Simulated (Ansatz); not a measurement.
# The perfect V wire along [111], 19 atoms a period, part 2 of 2

Wanted: the relaxed geometry and the bands of the V wire along [111], 19 atoms a period.

Ansatz 0.2.0; DFT PBE, plane waves, PAW; relaxation of a wire's period; PAW set soft_1 (the session's first sound run).

So far: The structure; Relaxing the period.

## 2. Relaxing the period (continued)

The steps of the relaxation:

| step | energy less that of the first step (eV) | largest force component (eV/Å) | pressure (GPa) | volume (Å³) |
| --- | --- | --- | --- | --- |
| 1 | 0.0000 | 1.2111 | -4.41 | 654.43 |
| 2 | -1.0102 | 0.1523 | 0.23 | 636.43 |
| 3 | -1.0434 | 0.1072 | -0.05 | 635.41 |
| 4 | -1.0525 | 0.0434 | -0.11 | 634.54 |
| 5 | -1.0562 | 0.0102 | -0.04 | 632.88 |
| 6 | -1.0573 | 0.0115 | -0.04 | 631.96 |
| 7 | -1.0600 | 0.0071 | -0.03 | 628.88 |
| 8* | -1.0497 | 0.0071 | -0.02 | 628.88 |

Relaxation steps marked * repeat the geometry before them on a plane-wave basis chosen anew for their cell, so energy and pressure can jump there.

The run keeps the 4 symmetry operations that it works with, so distortions that break them were not tested.

| cell as run | before | after | change |
| --- | --- | --- | --- |
| c (Å) | 2.589 | 2.488 | -3.9 % |

The atoms that moved most (Å, along periodic axes as changes of fractional coordinates times the final cell, across vacuum about the mean position):

| atom | dx | dy | dz | length |
| --- | --- | --- | --- | --- |
| V7 | 0.000 | 0.141 | -0.114 | 0.181 |
| V14 | 0.000 | -0.141 | 0.114 | 0.181 |
| V10 | -0.116 | -0.075 | -0.115 | 0.180 |
| V16 | -0.116 | 0.075 | 0.115 | 0.180 |
| V5 | 0.116 | -0.075 | -0.115 | 0.180 |
| V11 | 0.116 | 0.075 | 0.115 | 0.180 |
| V12 | 0.004 | -0.004 | -0.027 | 0.028 |
| V15 | -0.004 | -0.004 | -0.027 | 0.028 |

Final coordinates:

```cif
data_structure
_symmetry_space_group_name_H-M 'P 1'
_symmetry_Int_Tables_number 1
_cell_length_a 15.2570
_cell_length_b 16.5650
_cell_length_c 2.4883
_cell_angle_alpha 90.000
_cell_angle_beta 90.000
_cell_angle_gamma 90.000
_cell_volume 628.88
loop_
_atom_site_label
_atom_site_type_symbol
_atom_site_fract_x
_atom_site_fract_y
_atom_site_fract_z
_atom_site_occupancy
V1 V 0.22293 0.50000 0.00000 1
V2 V 0.36177 0.72044 0.99933 1
V3 V 0.50000 0.50000 0.00000 1
V4 V 0.63823 0.72044 0.99933 1
V5 V 0.23042 0.64287 0.28696 1
V6 V 0.36165 0.42653 0.34434 1
V7 V 0.50000 0.21376 0.28766 1
V8 V 0.50000 0.64698 0.34336 1
V9 V 0.63835 0.42653 0.34434 1
V10 V 0.76958 0.64287 0.28696 1
V11 V 0.23042 0.35713 0.71304 1
V12 V 0.36165 0.57347 0.65566 1
V13 V 0.50000 0.35302 0.65664 1
V14 V 0.50000 0.78624 0.71234 1
V15 V 0.63835 0.57347 0.65566 1
V16 V 0.76958 0.35713 0.71304 1
V17 V 0.36177 0.27956 0.00067 1
V18 V 0.63823 0.27956 0.00067 1
V19 V 0.77707 0.50000 0.00000 1
```

This step gave:

| Property | Result |
| --- | --- |
| energy at zero smearing | -55321.4317 eV |
| cell length along the wire | 2.488 Å |

The cell's length comes to 2.488 Å with spin left out.

## 3. The wire at its relaxed period

This step: DFT PBE, plane waves, PAW; bands of a perfect wire; PAW set soft_1 (Ansatz 0.2.0).

At the relaxed period the bands are computed along the axis; those that cross an energy going forward count the channels that a perfect wire would open there.

input.yaml reads:

```yaml
crystal:
  lattice:
    - [15.257, 0.0, 0.0]
    - [0.0, 16.565, 0.0]
    - [0.0, 0.0, 2.4883068756]
  atoms:
    - { symbol: V, position: [0.222928781, 0.5, 0.0] }
    - { symbol: V, position: [0.361774402, 0.720437156, 0.999329946] }
    - { symbol: V, position: [0.5, 0.5, 0.0] }
    - { symbol: V, position: [0.638225598, 0.720437156, 0.999329946] }
    - { symbol: V, position: [0.230423355, 0.642867498, 0.286957943] }
    - { symbol: V, position: [0.361654838, 0.426531616, 0.344341585] }
    - { symbol: V, position: [0.5, 0.213764872, 0.287663617] }
    - { symbol: V, position: [0.5, 0.646981043, 0.343361952] }
    - { symbol: V, position: [0.638345162, 0.426531616, 0.344341585] }
    - { symbol: V, position: [0.769576645, 0.642867498, 0.286957943] }
    - { symbol: V, position: [0.230423355, 0.357132502, 0.713042057] }
    - { symbol: V, position: [0.361654838, 0.573468384, 0.655658415] }
    - { symbol: V, position: [0.5, 0.353018957, 0.656638048] }
    - { symbol: V, position: [0.5, 0.786235128, 0.712336383] }
    - { symbol: V, position: [0.638345162, 0.573468384, 0.655658415] }
    - { symbol: V, position: [0.769576645, 0.357132502, 0.713042057] }
    - { symbol: V, position: [0.361774402, 0.279562844, 0.000670054] }
    - { symbol: V, position: [0.638225598, 0.279562844, 0.000670054] }
    - { symbol: V, position: [0.777071219, 0.5, 0.0] }
kpoints:
  mp_grid: { grid: [1, 1, 33] }
  band_path: { path: ["Γ", Z], npoints: 90 }
scf:
  occupations: { method: fermi_dirac, width: 0.05 }
hamiltonian:
  xc: pbe
  pseudopotentials: { kind: paw, azcp: { folder: soft_1 } }
output:
  dos: { e_range: [-5, 4] }
  write_potential: true
  write_density: true
  volumetric_format: npy
```

On the command line:

```
ansatz run input.yaml --threads 4 --pin off --max-ram 16384MiB --backend cpu --events-out ev --progress --plain --runs-dir out
```

Numbers of over 12 decimals in the logs are rounded to 6 here.

Log:

```text
[...]
Crystal: 19 atoms, lattice volume = 628.875 Å³
Basis set: ecut = 420 eV, 12265 PW (Γ)
Bands: 149, of which v1, the nominal top of the filled ones, is band 124 counted from 1 (123 counted from 0)
Symmetry: 4 space group operations
[...]
k-points: 17 of 33
[...]
SCF iter   1: F=—  HF=-55351.699782 eV  |F-HF|=—  |Δ(HF+E_count)|=         —  Δρ=8.05e-2  dr2=4.29e2  ethr=3.10e-3  ⟨swp⟩=10.4  Hψ=12154  notcnv=0
[...]
SCF iter  15: F=-55321.560388 eV  HF=-55321.560388 eV  |F-HF|=1.26e-8  |Δ(HF+E_count)|=   9.39e-9  Δρ=1.38e-6  dr2=2.39e-8  ethr=4.05e-11  ⟨swp⟩=20.0  Hψ=10673  notcnv=0
SCF 1 converged in 15 iterations: F = -55321.560388 eV  dr2 = 2.39e-8
[...]
NSCF: frozen V_eff on 91 k-points
WARN: The output density's exchange-correlation potential varies sharply where the density is thin. Do not read a vacuum level from v_tot or v_xc, or from such a field of the output density. On a cell that repeats whose density bears no net charge and no dipole along the vacuum's axis use v_es (v_loc + v_h of the components); under efield.dipole_correction with no amplitude use v_es + v_field, which holds any externa [...]
SCF converged after 15 iterations
Free energy (F): -55321.560388 eV
[...]
Internal energy: -55321.298979 eV  (E = F + TS)
E sigma→0 (E₀):  -55321.429684 eV
Entropy (-TS):   -0.261410 eV (-13.758 meV/atom)
Fermi energy:    4.523861 eV
[...]
--- Band table (eV; the first three rows and the last of 17) ---
  k-point 0: bands = [... 120 lower, 4.2394, 4.2850, 4.2881, 4.4291, 4.4314, 4.4402, 4.5095, 4.6136, ... 21 higher]
  k-point 1: bands = [... 120 lower, 4.2413, 4.2751, 4.2774, 4.4255, 4.4325, 4.4538, 4.5029, 4.5855, ... 21 higher]
  k-point 2: bands = [... 120 lower, 4.2509, 4.2682, 4.2705, 4.4070, 4.4176, 4.4771, 4.5004, 4.5128, ... 21 higher]
  k-point 16: bands = [... 120 lower, 4.8741, 4.8761, 4.9751, 4.9777, 5.0796, 5.0805, 5.3421, 5.3431, ... 21 higher]
```

Run time: 2.7 min. Hardware: 4 threads of Intel Xeon Platinum 8259CL at 2.50GHz (Skylake/Cascade Lake), shared host; peak memory 4.8 GiB; 10 min of CPU time.

Reading the cycles: dr2 is the Hartree energy of the density residual (eV), the measure of convergence; HF is the Harris–Foulkes estimate of the energy, which meets the free energy F at convergence.

This step gave:

| Property | Result |
| --- | --- |
| energy at zero smearing | -55321.4297 eV |
| band gap | 0 eV |

The electronic bands at the labelled points (eV, zero at the Fermi level; # counts the bands kept):

| point | #44 | #45 | #46 | #47 | #48 | #49 | #50 | #51 |
| --- | --- | --- | --- | --- | --- | --- | --- | --- |
| Γ | -0.39 | -0.28 | -0.24 | -0.24 | -0.09 | -0.09 | -0.08 | -0.01 |
| halfway | -0.26 | -0.25 | -0.18 | 0.01 | 0.01 | 0.09 | 0.10 | 0.11 |
| Z | 0.31 | 0.36 | 0.36 | 0.49 | 0.50 | 0.52 | 0.52 | 0.81 |

Between Γ and Z the bands cross the Fermi level 19 times, so a perfect wire would conduct at least 19 G₀, with spin left out.

## 4. Summary of results

```json
{
  "cell length, PBE": "2.488 Å",
  "ballistic conductance by band crossings, a lower bound, PBE": "19 G₀"
}
```

Under PBE the cell's length is 2.49 Å, and the bands cross the Fermi level 19 times between Γ and Z, which gives a perfect wire at least 19 G₀ (opposite crossings within one step of the path cancel in such a count). No spin was allowed, though thin wires with open d shells can turn magnetic.

[Logs are printed without paths, hosts, clocks, repeated set-up lines and the standing remarks that a program may print on its own settings, such as how far it seeks lower states.]

[Hosts, paths, dates, database ids (printed as entryN), source tags and the programs' standing remarks are cut or masked in the printed files.]
